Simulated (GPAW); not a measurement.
# STM contrast on a 8-layer slab of Mo(100), part 2 of 2

What would a tunnelling microscope show on a 8-layer slab of Mo(100)?

GPAW 26.7.0; GPAW, PAW setups; slab in vacuum, relaxation (the session's first sound run).

So far. Step 2 (Relaxation): The relaxation lowered the energy of the cell by 0.151 eV (energies extrapolated to zero smearing; the optimiser's log prints free energies). The largest force left on a free atom is 0.028 eV/Å.

### Step 3. The slab's potential (continued)

Local density of states summed over the bias window over a1 and a2. Sample bias 1.5 V, constant height 3.5 Å over the top atom.

Values in units of 1e-4 arbitrary, 15 rows by 15 columns:
```
8.6 8.5 8.3 8.1 7.9 7.6 7.4 7.3 7.3 7.4 7.6 7.9 8.1 8.3 8.5
8.4 8.3 8.2 8.0 7.7 7.5 7.3 7.2 7.2 7.3 7.5 7.7 8.0 8.2 8.3
8.2 8.1 8.0 7.7 7.5 7.3 7.1 7.0 7.0 7.1 7.3 7.5 7.7 8.0 8.1
7.9 7.9 7.7 7.5 7.2 7.0 6.9 6.8 6.8 6.9 7.0 7.2 7.5 7.7 7.9
7.6 7.6 7.5 7.3 7.0 6.8 6.7 6.6 6.6 6.7 6.8 7.0 7.3 7.5 7.6
7.5 7.4 7.3 7.1 6.9 6.7 6.5 6.4 6.4 6.5 6.7 6.9 7.1 7.3 7.4
7.4 7.3 7.2 7.0 6.8 6.6 6.4 6.3 6.3 6.4 6.6 6.8 7.0 7.2 7.3
7.4 7.3 7.2 7.0 6.8 6.6 6.4 6.3 6.3 6.4 6.6 6.8 7.0 7.2 7.3
7.5 7.4 7.3 7.1 6.9 6.7 6.5 6.4 6.4 6.5 6.7 6.9 7.1 7.3 7.4
7.6 7.6 7.5 7.3 7.0 6.8 6.7 6.6 6.6 6.7 6.8 7.0 7.3 7.5 7.6
7.9 7.9 7.7 7.5 7.2 7.0 6.9 6.8 6.8 6.9 7.0 7.2 7.5 7.7 7.9
8.2 8.1 8.0 7.7 7.5 7.3 7.1 7.0 7.0 7.1 7.3 7.5 7.7 8.0 8.1
8.4 8.3 8.2 8.0 7.7 7.5 7.3 7.2 7.2 7.3 7.5 7.7 8.0 8.2 8.3
8.6 8.5 8.3 8.1 7.9 7.6 7.4 7.3 7.3 7.4 7.6 7.9 8.1 8.3 8.5
8.6 8.6 8.4 8.2 7.9 7.6 7.5 7.4 7.4 7.5 7.6 7.9 8.2 8.4 8.6
```
Columns: a1 from 0 to 0.933; rows upwards: a2 from 0 to 0.933.

Force by atom:

```tsv
atom	x (eV/Å)	y (eV/Å)	z (eV/Å)	size
Mo1	0.00	0.00	1.43	1.43
Mo2	0.00	0.00	-1.48	1.48
Mo3	0.00	0.00	0.21	0.21
Mo4	0.00	0.00	-0.10	0.10
Mo5	0.00	0.00	-0.02	0.02
Mo6	0.00	0.00	0.00	0.00
Mo7	0.00	0.00	-0.01	0.01
Mo8	0.00	0.00	-0.03	0.03
```

The potential is flat to 0.002 eV/Å where it is read, so the vacuum is wide enough.

### Step 4. A changed run

One more run, with changed settings.

Input file run.py:

```python
import json
import numpy as np
from ase import Atoms
from gpaw import GPAW, PW
from gpaw.external import ConstantElectricField

slab = Atoms(
    ['Mo', 'Mo', 'Mo', 'Mo', 'Mo', 'Mo', 'Mo', 'Mo'],
    positions=[
        [1.57500, 1.57500, 7.00000],
        [0.00000, 0.00000, 8.57500],
        [1.57500, 1.57500, 10.15000],
        [0.00000, 0.00000, 11.72500],
        [1.57500, 1.57500, 13.33707],
        [0.00000, -0.00000, 14.88307],
        [1.57500, 1.57500, 16.53178],
        [0.00000, 0.00000, 17.91796]],
    cell=[[3.15, 0.0, 0.0], [0.0, 3.15, 0.0], [0.0, 0.0, 25.025]],
    pbc=[True, True, False])

slab.calc = GPAW(mode=PW(400), xc='PBE', kpts={'size': (10, 10, 1), 'gamma': True},
                 occupations={'name': 'fermi-dirac', 'width': 0.1}, nbands='160%',
                 convergence={'density': 1e-05}, maxiter=75,
                 poissonsolver={'dipolelayer': 'xy'},
                 external=ConstantElectricField(1.5, [0, 0, 1]),
                 symmetry={'tolerance': 1e-3}, txt='slab.txt')
result = {}
energy = slab.get_potential_energy()
fermi = slab.calc.get_fermi_level()
v = slab.calc.get_electrostatic_potential().mean((0, 1)) - fermi
n = slab.calc.get_pseudo_density().mean((0, 1))
L = slab.cell[2, 2]
z = np.arange(len(v)) * L / len(v)
low, high = slab.positions[:, 2].min(), slab.positions[:, 2].max()
below, above = np.interp([low - 4.8, high + 4.8], z, v)
slopes = [np.interp(x, z, np.gradient(v, z)) for x in (low - 4.8, high + 4.8)]
eps = np.array([[slab.calc.get_eigenvalues(k, s) for k in range(len(slab.calc.get_ibz_k_points()))]
                for s in range(slab.calc.get_number_of_spins())]) - fermi
top, bottom = eps[eps < 0].max(), eps[eps > 0].min()
dipole = slab.get_dipole_moment()[2]
print(f'energy {energy:.4f} eV, Fermi level {fermi:.4f} eV, dipole {dipole:.5f} e A')
print(f'potential 4.8 A off the faces, from the Fermi level: lower {below:.4f} eV, upper {above:.4f} eV')
print(f'slope of the potential there: lower {slopes[0]:.5f}, upper {slopes[1]:.5f} eV/A')
print(f'nearest levels on the mesh: {top:.4f} and {bottom:.4f} eV')
print('magnetic moment', round(slab.get_magnetic_moment(), 3))
result.update(energy=energy, fermi=fermi, dipole=dipole, below=below, above=above, slopes=slopes, edges=[top, bottom],
              z=z.tolist(), v=v.tolist(), n=n.tolist(), positions=slab.positions.tolist(),
              forces=slab.get_forces(apply_constraint=False).tolist(), moments=slab.get_magnetic_moments().tolist())
json.dump(result, open('result.json', 'w'))
```

Launch:

```sh
OMP_NUM_THREADS=1 OPENBLAS_NUM_THREADS=1 python run.py
```

The log of the run:

```text
energy -86.7136 eV, Fermi level 4.5095 eV, dipole 1.33040 e A
potential 4.8 A off the faces, from the Fermi level: lower 16.9896 eV, upper -6.9951 eV
slope of the potential there: lower -0.32955, upper 0.00909 eV/A
nearest levels on the mesh: -0.0079 and 0.0053 eV
magnetic moment 0.0
```

Elapsed: 24 min, on 1 thread of Arm Neoverse V2, shared host; peak memory 0.67 GiB.

The run finished. A setting was moved off its sound value on purpose, so it serves as a test and not as the result.

The fault put into the input: a field far too strong (field = 1.5).

Side by side:

```tsv
quantity	this run	sound run	difference
dipole along the normal (e·Å)	1.3304	0.0029283	1.33
```

The two runs differ clearly in the dipole along the normal: 1.33 e·Å against 0.00293 e·Å.

### Step 5. What came out

- work function, upper and lower face: 3.848 and 3.902 eV
- dipole along the normal: 0.00293 e Å
- corrugation at -2 V: 0.0124 Å
- corrugation at -1 V: 0.0206 Å
- corrugation at 1.5 V: 0.166 Å

What this shows: The corrugation at constant current is largest at 1.5 V, where the tip height varies by 0.17 Å over the cell. Negative sample bias images filled states, positive bias empty ones. The two faces differ by 0.053 eV, the step that the slab's dipole makes (e p/(ε0 A) gives 0.053 eV), so the dipole layer is needed. The lowest atoms were held at bulk positions, which alone makes the faces unlike. The measured value for this face is 4.45 eV (as compiled in "Anisotropic work function of elemental crystals", 2019, arxiv:1902.07811); the relaxed upper face lies 0.60 eV under it with PBE. Measured work functions scatter by a tenth of an eV or more between methods. The clean face reconstructs (W and Mo (100) only when cold), while this slab is an unreconstructed 1×1 cell, so the two are not the same surface. The images are of Tersoff-Hamann type: an s-wave tip, no tip-sample forces, heights closer than in a microscope. The small printed dipole stands for a step of -53 meV from the lower to the upper face, and the probes find -53 meV; values this small are near the numerical noise of both. The in-plane lattice was kept as typed, which isn't the functional's own and leaves some strain; spin-orbit coupling and temperature are left out.

[Logs are printed without paths, hosts, clocks, repeated set-up lines and the standing remarks that a program may print on its own settings, such as how far it seeks lower states.]

[Hosts, paths, dates, database ids (printed as entryN), source tags and the programs' standing remarks are cut or masked in the printed files.]
